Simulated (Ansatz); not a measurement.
Rows from a G0W0 calculation on WSi2N4/WSi2N4 (MoSi2N4 type bilayer) (Ansatz 0.2.0; G0W0 on PBEsol, plane waves, PAW; PAW set soft_1; 9×9×1 mesh, 603 empty bands, screening to 75 eV, PAW set soft_1 files), in eV. Spin-orbit coupling is left out.

| row | Σx | Σc | Vxc | Z |
| --- | --- | --- | --- | --- |
| A | -8.45 | -4.22 | -13.60 | 0.81 |
| B | -8.18 | -4.17 | -13.21 | 0.81 |
| C | -20.62 | 1.05 | -19.60 | 0.78 |
| D | -20.14 | 1.83 | -18.15 | 0.78 |
| E | -15.20 | -3.80 | -19.99 | 0.78 |
| F | -20.79 | 1.11 | -19.72 | 0.78 |

Which rows are filled states and which are empty ones, and how can one tell?

Filled: C, D and F. Empty: A, B and E. The sign of Σc tells: for a filled state bare exchange, which holds its interaction with itself, lies below Vxc (Σx − Vxc is -1.0 eV or lower here) and screening gives part back as a positive Σc. For an empty state Σx lies above Vxc (+4.8 eV or more) and the Coulomb hole leaves Σc negative.

[Runs of the session that timed out or met a known fault of the program may be left out.]

[Cells called generated may have been cut or substituted from an entry of the Crystallography Open Database or the Materials Project.]

[Hosts, paths, dates, database ids (printed as entryN), source tags and the programs' standing remarks are cut or masked in the printed files.]
